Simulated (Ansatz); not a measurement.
# ZrCdS3 (model cell, started as cubic perovskite with Zr in the octahedra): following an unstable mode

Which phase does ZrCdS3 (model cell, started as cubic perovskite with Zr in the octahedra) fall into along its unstable mode, and how much energy does it gain?

Program: Ansatz 0.2.0. Level of theory: DFT PBEsol, scalar-relativistic, plane waves, PAW; PAW set soft_1. Values are calculated unless marked as measured.

The structure was built from a prototype and need not be the compound's stable phase.

## (1) Starting point

The structure is cubic, space group Pm-3m (No. 221). Conventional cell: a = 4.920 Å, b = 4.920 Å, c = 4.920 Å, α = 90.00°, β = 90.00°, γ = 90.00°. Cd has 12 S at 3.48 Å nearest. Nearest to Zr lie 6 S at 2.46 Å. S has 2 Zr at 2.46 Å nearest. Farther neighbours, and contacts between anions beyond the nearest, are not listed.

## (2) The dispersion

Stability and thermal properties need the whole zone. Linear response on a 2×2×2 q mesh gives force constants as far as a supercell of that size would.

File input.yaml:

```yaml
crystal:
  lattice:
    - [4.9204475525, 0.0, 0.0]
    - [0.0, 4.9204475525, 0.0]
    - [0.0, 0.0, 4.9204475525]
  atoms:
    - { symbol: Cd, position: [0.0, 0.0, 0.0] }
    - { symbol: Zr, position: [0.5, 0.5, 0.5] }
    - { symbol: S, position: [0.5, 0.5, 0.0] }
    - { symbol: S, position: [0.5, 0.0, 0.5] }
    - { symbol: S, position: [0.0, 0.5, 0.5] }
kpoints:
  mp_grid: { grid: [8, 8, 8] }
hamiltonian:
  xc: pbesol
  pseudopotentials: { kind: paw, azcp: { folder: soft_1 }, xc_functional: pbe }
scf:
  occupations: { method: methfessel_paxton, width: 0.2 }
output:
  eigenvalues: true
phonons:
  method: dfpt
  qmesh: [2, 2, 2]
  temperatures: { t_max: 1000, t_step: 50 }
  qpath:
    path:
      - [[0.0, 0.0, 0.0], [0.0, 0.5, 0.0], [0.5, 0.5, 0.0], [0.0, 0.0, 0.0], [0.5, 0.5, 0.5], [0.0, 0.5, 0.0]]
      - [[0.5, 0.5, 0.5], [0.5, 0.5, 0.0]]
    npoints: 10
```

Launch:

```console
ansatz run input.yaml --threads 8 --pin off --max-ram 16384MiB --backend cpu --events-out ev --progress --plain --runs-dir out
```

Log:

```text
Engine: ansatz 0.2.0, x86_64-unknown-linux-gnu
Pseudopotentials: kind: paw
Pseudopotential: Cd, paw, valence charge 20, recommended cutoff 420 eV (normal), soft_1/Cd.paw.azcp
Pseudopotential: Zr, paw, valence charge 12, recommended cutoff 420 eV (normal), soft_1/Zr.paw.azcp
Pseudopotential: S, paw, valence charge 6, recommended cutoff 420 eV (normal), soft_1/S.paw.azcp
Functional definition: PBEsol
  exchange = pbesol_x
  correlation = pbesol_c
Crystal: 5 atoms, lattice volume = 119.128 Å³
Basis set: ecut = 420 eV, 2325 PW (Γ), exchange–correlation on 72×72×72 points (8 copies of the dense FFT grid, shifted against one another)
Bands: 30, of which v1, the nominal top of the filled ones, is band 25 counted from 1 (24 counted from 0)
Symmetry: 48 space group operations
k-points: 35 of 512
Non-local potential: Cd, projectors of the file, l = 0: 3, l = 1: 2, l = 2: 2, l = 3: 1
Non-local potential: Zr, projectors of the file, l = 0: 3, l = 1: 2, l = 2: 2, l = 3: 1
Non-local potential: S, projectors of the file, l = 0: 2, l = 1: 2, l = 2: 1
PAW form: soft (Blöchl's): semilocal exchange-correlation on the pseudo side does not see the compensation charge
PAW frozen core: Cd, regenerated for the run's functional, and the local potential with it (the file was generated under x = pbe(κ = 0.804, μ = 0.219515), c = pbe(β = 0.066725))
PAW frozen core: Zr, regenerated for the run's functional, and the local potential with it (the file was generated under x = pbe(κ = 0.804, μ = 0.219515), c = pbe(β = 0.066725))
PAW frozen core: S, regenerated for the run's functional, and the local potential with it (the file was generated under x = pbe(κ = 0.804, μ = 0.219515), c = pbe(β = 0.066725))
PAW one-centre angular grid: Cd, 590 points (default); XC on 64 Gauss nodes
PAW one-centre angular grid: Zr, 590 points (default); XC on 64 Gauss nodes
PAW one-centre angular grid: S, 110 points (default); XC on 64 Gauss nodes
Initial density: superposition of atomic densities (chi_scale 0.1, normalization cell, long waves kept (reshape's long-wave potential 0.00 eV rms))
Initial wavefunctions: pseudopotential atomic-orbital guess
Functional: x = pbesol(κ = 0.804, μ = 0.123457), c = pbesol(β = 0.046)
SCF iter   1: F=—  HF=-14971.455202 eV  |F-HF|=—  |Δ(HF+E_count)|=         —  Δρ=3.98e-2  dr2=4.29e0  ethr=3.10e-3  ⟨swp⟩=6.0  Hψ=4609  notcnv=0
preconditioner: auto → Kerker (q_TF=auto, 2.361 Å⁻¹)  [metal: Δε(μ)=0.001 eV  Ē_g=7.791 eV  σ=0.200 eV  W_gap=0.00  n_scr=26 (ndim 8)  ℏωp=19.8 eV  f_vac=0.000  D(μ)=3.09/eV (n_scr^D=18)]
SCF iter   2: F=—  HF=-14970.829647 eV  |F-HF|=—  |Δ(HF+E_count)|=   6.26e-1  S|Δr|=    0.00e0  Δρ=2.28e-2  dr2=1.77e0  ethr=3.10e-3  ⟨swp⟩=2.0  Hψ=1432  notcnv=0
SCF iter   3: F=—  HF=-14970.410655 eV  |F-HF|=—  |Δ(HF+E_count)|=   4.19e-1  S|Δr|=    0.00e0  Δρ=6.24e-3  dr2=1.64e-1  ethr=3.10e-3  ⟨swp⟩=2.7  Hψ=1705  notcnv=0
SCF iter   4: F=—  HF=-14970.369131 eV  |F-HF|=—  |Δ(HF+E_count)|=   4.15e-2  S|Δr|=    0.00e0  Δρ=2.57e-3  dr2=1.74e-2  ethr=3.28e-4  ⟨swp⟩=2.5  Hψ=2055  notcnv=0
SCF iter   5: F=—  HF=-14970.366077 eV  |F-HF|=—  |Δ(HF+E_count)|=   3.05e-3  S|Δr|=    0.00e0  Δρ=8.83e-4  dr2=8.66e-4  ethr=3.49e-5  ⟨swp⟩=2.0  Hψ=1506  notcnv=0
SCF iter   6: F=—  HF=-14970.366050 eV  |F-HF|=—  |Δ(HF+E_count)|=   2.70e-5  S|Δr|=    0.00e0  Δρ=2.00e-4  dr2=6.83e-5  ethr=1.73e-6  ⟨swp⟩=2.1  Hψ=1981  notcnv=0  defer=1
SCF iter   7: F=—  HF=-14970.366091 eV  |F-HF|=—  |Δ(HF+E_count)|=   4.11e-5  S|Δr|=    0.00e0  Δρ=5.59e-5  dr2=7.90e-6  ethr=1.37e-7  ⟨swp⟩=2.1  Hψ=1311  notcnv=0  defer=1
SCF iter   8: F=—  HF=-14970.366077 eV  |F-HF|=—  |Δ(HF+E_count)|=   1.33e-5  S|Δr|=    0.00e0  Δρ=1.17e-5  dr2=2.74e-7  ethr=1.58e-8  ⟨swp⟩=2.1  Hψ=1567  notcnv=0  defer=1
SCF iter   9: F=—  HF=-14970.366091 eV  |F-HF|=—  |Δ(HF+E_count)|=   1.34e-5  S|Δr|=    0.00e0  Δρ=3.44e-6  dr2=3.00e-8  ethr=5.49e-10  ⟨swp⟩=2.1  Hψ=1465  notcnv=0  defer=1
SCF iter  10: F=—  HF=-14970.366091 eV  |F-HF|=—  |Δ(HF+E_count)|=  7.28e-10  S|Δr|=    0.00e0  Δρ=5.30e-7  dr2=3.66e-10  ethr=6.00e-11  ⟨swp⟩=2.3  Hψ=1637  notcnv=0  defer=1
SCF iter  11: F=-14970.366091 eV  HF=-14970.366091 eV  |F-HF|=1.46e-11  |Δ(HF+E_count)|=  2.46e-10  S|Δr|=    0.00e0  Δρ=9.46e-8  dr2=7.45e-12  ethr=1.00e-12  ⟨swp⟩=6.7  Hψ=6217  notcnv=0
SCF 1 converged in 11 iterations: F = -14970.366091 eV  dr2 = 7.45e-12
  greatest PAW one-centre occupation: 1.000 electrons in one spin orbital (limit 2), on the Cd atom at site 0 (counted from 0), in its partial waves of l = 0
Initial density: read from a saved state, or passed on in memory by an earlier SCF of this step, an earlier step, the calling program or the single point that the run made first
iter 1 solved again at ethr=1.25e-6 eV; its pass at ethr=3.10e-3 eV (dr2=6.26e-4 eV) is discarded
SCF iter   1: F=—  HF=-14970.366089 eV  |F-HF|=—  |Δ(HF+E_count)|=         —  Δρ=2.04e-6  dr2=2.20e-9  ethr=1.25e-6  ⟨swp⟩=3.3  Hψ=7267  notcnv=0
eigensolver tolerance schedule: the retry pair's looser diagonalisation over-reported the residual by 285096.25 of it (diagonalisation noise at an unbounded share of the residual, at the tolerance the schedule requests for it); recorded, not acted on — ethr = c·dr2/N_el stays at c = 1.0e-1
preconditioner: auto → Kerker (q_TF=auto, 2.361 Å⁻¹)  [metal: Δε(μ)=0.036 eV  Ē_g=8.244 eV  σ=0.200 eV  W_gap=0.15  n_scr=26 (ndim 8)  ℏωp=19.8 eV  f_vac=0.003  D(μ)=3.61/eV (n_scr^D=26)]
SCF iter   2: F=—  HF=-14970.366091 eV  |F-HF|=—  |Δ(HF+E_count)|=   1.36e-6  S|Δr|=    0.00e0  Δρ=9.80e-7  dr2=5.56e-10  ethr=4.39e-12  ⟨swp⟩=5.1  Hψ=3562  notcnv=0
SCF iter   3: F=—  HF=-14970.366091 eV  |F-HF|=—  |Δ(HF+E_count)|=  6.00e-11  S|Δr|=    0.00e0  Δρ=6.64e-7  dr2=2.28e-10  ethr=1.11e-12  ⟨swp⟩=1.5  Hψ=1078  notcnv=0
SCF iter   4: F=—  HF=-14970.366091 eV  |F-HF|=—  |Δ(HF+E_count)|=  1.64e-11  S|Δr|=    0.00e0  Δρ=4.18e-7  dr2=9.06e-11  ethr=1.00e-12  ⟨swp⟩=1.0  Hψ=1050  notcnv=0
SCF iter   5: F=—  HF=-14970.366091 eV  |F-HF|=—  |Δ(HF+E_count)|=  1.82e-12  S|Δr|=    0.00e0  Δρ=2.67e-7  dr2=3.94e-11  ethr=1.00e-12  ⟨swp⟩=1.0  Hψ=1050  notcnv=0
SCF iter   6: F=—  HF=-14970.366091 eV  |F-HF|=—  |Δ(HF+E_count)|=  1.82e-12  S|Δr|=    0.00e0  Δρ=1.96e-7  dr2=2.12e-11  ethr=1.00e-12  ⟨swp⟩=1.0  Hψ=1050  notcnv=0
SCF iter   7: F=-14970.366091 eV  HF=-14970.366091 eV  |F-HF|=3.64e-12  |Δ(HF+E_count)|=    0.00e0  S|Δr|=    0.00e0  Δρ=1.28e-7  dr2=9.03e-12  ethr=1.00e-12  ⟨swp⟩=1.7  Hψ=2349  notcnv=0
SCF 2 converged in 7 iterations: F = -14970.366091 eV  dr2 = 9.03e-12
phonons: the bands overlap, so this run is a metal and interpolates without the dipole-dipole term. If the crystal is really an insulator or semiconductor, its LO-TO splitting is missing
NSCF: frozen V_eff on 35 k-points
WARN: eigensolver did not converge (k=33): 1 band(s) unlocked after 2 eigensolves, warm-restarted (20 sweeps on the last) at ethr=1.77e-12 eV (storage-precision floor; scheduled 1.00e-12 eV) (lowest unlocked band 29, counted from 0; max residual 3.07e-2 eV among the unlocked bands, 3.07e-2 eV over every band; other slots of this pass that fall short are told together in one closing line; warning suppressed until the next SCF loop or pass starts)
NSCF: frozen V_eff on 125 k-points
DFPT response loops at q = (0, 0, 0) (fractional): preconditioner auto → Kerker (q_TF=auto, 2.361 Å⁻¹) (partly filled bands, converged f_vac=0.003); β = 1.00, the filter's whole step (`scf.mixing.beta` (0.50) is not read by the response loops under this deck's `scf.mixing.preconditioner`; to damp them name `kerker` or `kerker_dos`, under which they read `scf.mixing.beta`, and type it under 1.00, their step now; both keys bind the ground state too); Broyden in place of MSR1
NSCF: frozen V_eff on 250 k-points
DFPT response loops at q = (0, 0, -0.5) (fractional): mixed as the last ones told, above
NSCF: frozen V_eff on 250 k-points
DFPT response loops at q = (0, -0.5, -0.5) (fractional): mixed as the last ones told, above
NSCF: frozen V_eff on 250 k-points
DFPT response loops at q = (-0.5, -0.5, -0.5) (fractional): mixed as the last ones told, above
SCF converged after 11 iterations
Stability not checked: this state was not tested for a lower state beside it, because cold or Methfessel-Paxton smearing, or corrected tetrahedra, fill the levels in a way that the test cannot read (fill_not_monotonic; see scf.lower_state_search)
Free energy (F): -14970.366091 eV
Harris-Foulkes:  -14970.366091 eV  (|F-HF|=1.46e-11)
Internal energy: -14970.356736 eV  (E = F + TS)
E sigma→0 (E₀):  -14970.363752 eV
Entropy (-TS):   -0.009355 eV (-1.871 meV/atom)
Fermi energy:    7.115321 eV
--- Per-component energies (eV) ---
  E_band       = -680.112942
  E_kinetic    = 1072.169273
  E_local      = -5109.758526  (includes V_loc(G=0)·N_el)
  E_nonlocal   = 303.449030
  E_hartree    = 2180.594824
  E_xc         = -570.622035
  E_vxc        = -622.245119  (∫ρ·V_xc dr)
  E_paw        = -8718.291828  (= ΣΔE_a)
  E_vpaw       = -684.917494  (= ΣTr[D̂ρ^β])
  E_aug_tail   = 0.000266  (compensation charges beyond the density's cutoff)
  E_ewald      = -4128.591268
  E_core_change = 0.693530  (= ΣΔE_core)
  E_smearing   = -0.009355  (= −TS)
  E_closure    = -0.000000  (closes the sum)
  Σ components = -14970.366091   (vs F -14970.366091, Δ=0.00e0)
--- Band table (eV; the first three rows and the last of 35) ---
  k-point 0: bands = [... 21 lower, 6.1008, 6.1008, 6.7086, 6.7086, 6.7086, 7.8622, 7.8622, 7.8622, ... 1 higher]
  k-point 1: bands = [... 21 lower, 5.8765, 6.0477, 6.6030, 6.6030, 6.6730, 7.8692, 8.3346, 8.3346, ... 1 higher]
  k-point 2: bands = [... 21 lower, 5.3966, 5.9262, 6.5796, 6.5796, 7.2472, 7.8863, 9.2105, 9.2105, ... 1 higher]
  k-point 34: bands = [... 21 lower, 3.2528, 5.6842, 7.3617, 7.3617, 7.3617, 10.7764, 10.7764, 10.7764, ... 1 higher]
--- Phonons (Γ-DFPT): 4 representative perturbations + reference (Σ response iterations 12) ---
  ASR residual: 5.530e-5 → 0.000e0 eV/Å²; symmetrization residual: 1.810e-5 eV/Å²
  ASR residual per site (eV/Å²): 4.00e-5 3.02e-5 5.53e-5 5.53e-5 5.53e-5
  Γ frequencies (cm⁻¹): -135.65 -135.65 -135.65 -118.82 -118.82 -118.82 -57.26 -57.26 -57.26 0.00 0.00 0.00 356.74 356.74 356.74
--- Phonons (arbitrary-q DFPT): 4 irreducible q on the 2×2×2 mesh ---
  q = [0.0000, 0.0000, 0.0000] (star 1, of the zone-centre solve; hermiticity 2.93e-6, symmetrization 2.03e-12): -135.65 -135.65 -135.65 -118.82 -118.82 -118.82 -57.26 -57.26 -57.26 -0.00 0.00 0.00 356.74 356.74 356.74
  q = [0.0000, 0.0000, -0.5000] (star 3, 9 solved perturbations in 975 linear systems a pass and spin channel, the states on 125 of 512 k-point pairs; hermiticity 8.91e-7, symmetrization 2.20e-12): -129.29 -118.02 -118.02 -71.32 -71.32 -53.69 -50.76 -50.76 -31.80 51.06 51.06 199.92 361.37 361.37 414.85
  q = [0.0000, -0.5000, -0.5000] (star 3, 9 solved perturbations in 975 linear systems a pass and spin channel, the states on 125 of 512 k-point pairs; hermiticity 1.11e-6, symmetrization 1.89e-13): -183.56 -97.42 -97.42 -64.52 -60.91 -3.61 -3.61 58.77 58.77 124.78 193.99 193.99 364.18 367.39 446.30
  q = [-0.5000, -0.5000, -0.5000] (star 1, 4 solved perturbations in 350 linear systems a pass and spin channel, the states on 125 of 512 k-point pairs; hermiticity 5.56e-8, symmetrization 2.59e-13): -180.15 -180.15 -180.15 -64.90 -64.90 -64.90 149.35 149.35 149.35 185.17 185.17 185.17 361.88 361.88 466.85
  sum rule: each row above includes the acoustic sum rule's correction from the zone centre's row sums; it moved no ω² by more than (0.68 cm⁻¹)²
  mesh force constants: q→R imaginary residual 2.89e-18; ASR residual 5.530e-5 → 0.000e0 eV/Å²; symmetrization residual 1.776e-14 eV/Å²
  interpolated dispersion: 62 rows × 15 modes
  density of states and harmonic sums: on the 14×14×14 q-mesh, interpolated from the force constants of a 2×2×2 supercell (no non-analytic term)
  largest difference from the sums on the solved wave vectors: F 2.18e-1 eV, S 3.16e-4 and C_V 9.86e-5 eV/K
  zero-point energy: 0.105719 eV/cell   skipped modes (ω ≤ 0): 875, of them read as no rigid motion or as one in doubt: 872 (7.105e0 modes/cell left out, lowest -183.56 cm⁻¹)   left out of the sums: 4.74e-1 of the cell's modes: C_V's classical limit lies that fraction below 3 k_B per atom; for a crystal, a wire or a layer, F and S can be off by more, and a phonons.interpolated_qmesh denser along its periods is the remedy for the sampling
```

The job ended after 1.7 min (8 threads of AMD EPYC 7B13 (Zen 3), shared host; peak memory 1.5 GiB; 13 min of CPU time).

The column dr2 measures how far the density is from self-consistency, as an energy; F and HF (Harris–Foulkes) agree once it is small.

Numbers from this step:

* volume per atom: 23.83 Å³
* gap on the k-mesh: 0 eV
* sum-rule residual before enforcement: 5.53e-5 eV/Å²
* lowest frequency on the path: -183.6 cm⁻¹
* point group: m-3m
* highest frequency on path, mesh or solved points: 466.9 cm⁻¹
* highest optical mode at the zone centre (no LO-TO term): 356.7 cm⁻¹
* lowest optical zone-centre mode: -135.7 cm⁻¹
* lowest mode on the q mesh (acoustic modes at Γ apart): -183.6 cm⁻¹

Frequencies (cm⁻¹) solved at each irreducible wavevector; negative means imaginary. Frequencies by wavevector, by row:

```
q in reciprocal lattice units  star  mode 1  mode 2  mode 3  mode 4  mode 13  mode 14  mode 15
                        0 0 0     1  -135.7  -135.7  -135.7  -118.8    356.7    356.7    356.7
                     0 0 -0.5     3  -129.3    -118    -118   -71.3    361.4    361.4    414.9
                  0 -0.5 -0.5     3  -183.6   -97.4   -97.4   -64.5    364.2    367.4    446.3
               -0.5 -0.5 -0.5     1  -180.2  -180.2  -180.2   -64.9    361.9    361.9    466.9
```

Interpolated from a 2×2×2 q mesh. The phonon branches at the labelled points (cm⁻¹):

```
    point  branch 1  branch 2  branch 3  branch 4  branch 12  branch 13  branch 14  branch 15
        Γ      -136      -136      -136      -119          0        357        357        357
  halfway      -132      -124      -124       -96        138        359        359        385
        X      -129      -118      -118       -71        200        361        361        415
  halfway      -158      -103       -98       -77        197        364        365        428
        M      -184       -97       -97       -64        194        364        367        446
  halfway      -147      -107      -106       -88        138        362        364        404
        Γ      -136      -136      -136      -119          0        357        357        357
  halfway      -149      -134      -134       -72        138        365        365        420
        R      -180      -180      -180       -65        185        362        362        467
  halfway      -160      -146      -136       -70        194        365        366        440
        X      -129      -118      -118       -71        200        361        361        415
jump to R      -180      -180      -180       -65        185        362        362        467
  halfway      -182      -150      -150       -66        190        363        366        455
        M      -184       -97       -97       -64        194        364        367        446
```

Symmetry leaves 4 wavevectors to solve. The lowest mode among them, the acoustic zeros apart, lies at q = (0, -0.5, -0.5) and is imaginary, 183.6i cm⁻¹, so the energy falls along it.

## (3) The mode frozen in, largest atomic shift 0 Å

The mode followed lies at q = (-0.5, -0.5, -0.5) with frequency 180.2i cm⁻¹ and is 3-fold degenerate, one of the unstable modes though not the softest. At small amplitude the pattern taken leaves space group no. 74 by a symmetry search on the positions. The undistorted cell that holds it gives the zero of energy on the same k mesh.

System of this step: ZrCdS3 (model cell, started as cubic perovskite with Zr in the octahedra). Symmetry: Pm-3m, No. 221, cubic system. The conventional cell has a = 4.920 Å, b = 4.920 Å, c = 4.920 Å, α = 90.00°, β = 90.00°, γ = 90.00°. Nearest to Cd lie 12 S at 3.48 Å. Nearest to Zr lie 6 S at 2.46 Å. Nearest to S lie 2 Zr at 2.46 Å. Farther neighbours, and contacts between anions beyond the nearest, are not listed.

input.yaml, the sections that differ from step 2:

```yaml
crystal:
  lattice:
    - [4.9204475525, 4.9204475525, 0.0]
    - [4.9204475525, 0.0, 4.9204475525]
    - [4.9204475525, 0.0, -4.9204475525]
  atoms:
    - { symbol: Cd, position: [0.0, 0.5, 0.5] }
    - { symbol: Cd, position: [0.0, 0.0, 0.0] }
    - { symbol: Zr, position: [0.5, 0.25, 0.75] }
    - { symbol: Zr, position: [0.5, 0.75, 0.25] }
    - { symbol: S, position: [0.5, 0.0, 1.0] }
    - { symbol: S, position: [0.5, 0.5, 0.5] }
    - { symbol: S, position: [0.0, 0.0, 0.5] }
    - { symbol: S, position: [0.0, 0.5, 0.0] }
    - { symbol: S, position: [0.5, 0.0, 0.5] }
    - { symbol: S, position: [0.5, 0.5, 0.0] }
output:
  forces: true
  stress: true
  eigenvalues: true
# kpoints, hamiltonian, scf: as in step 2
# phonons: removed
```

Log:

```text
[...]
Crystal: 10 atoms, lattice volume = 238.256 Å³
Basis set: ecut = 420 eV, 4645 PW (Γ), exchange–correlation on 96×96×96 points (8 copies of the dense FFT grid, shifted against one another)
Bands: 60, of which v1, the nominal top of the filled ones, is band 50 counted from 1 (49 counted from 0)
Symmetry: 96 space group operations
[...]
k-points: 29 of 512
[...]
k-point 0: bands = [... 46 lower, 6.7075, 6.7075, 6.7075, 7.3602, 7.3602, 7.3602, 7.8624, 7.8624, ... 6 higher]
  k-point 1: bands = [... 46 lower, 6.5535, 6.5535, 6.6311, 7.2646, 7.2646, 7.2985, 8.1180, 8.1180, ... 6 higher]
  k-point 2: bands = [... 46 lower, 6.3405, 6.3405, 6.7886, 7.0147, 7.0147, 7.1313, 8.6256, 8.6256, ... 6 higher]
  k-point 28: bands = [... 46 lower, 5.8026, 5.8026, 6.6464, 6.6464, 7.8649, 7.8649, 9.2554, 9.2554, ... 6 higher]
[key lines of the parts left out:]
SCF converged after 9 iterations
Free energy (F): -29940.732414 eV
Fermi energy:    7.085935 eV
P = ⅓ Tr σ = -0.0186 GPa (-0.186 kbar)
```

It took 3 s on 8 threads; peak memory 1.1 GiB.

This step gave:

| Item | Value |
| --- | --- |
| pressure | -0.01864 GPa |
| energy from the undistorted cell | 0 meV/atom |

The run ends at a pressure of -0.02 GPa.

(Continued in part 2 of 3.)

[Long decimals in the printed logs are rounded to 6 places.]

[Logs are printed without paths, hosts, clocks, repeated set-up lines and the standing remarks that a program may print on its own settings, such as how far it seeks lower states.]

[Hosts, paths, dates, database ids (printed as entryN), source tags and the programs' standing remarks are cut or masked in the printed files.]

[Where the starting crystal was built by hand or by swapping elements, it need not be the compound's stable phase.]
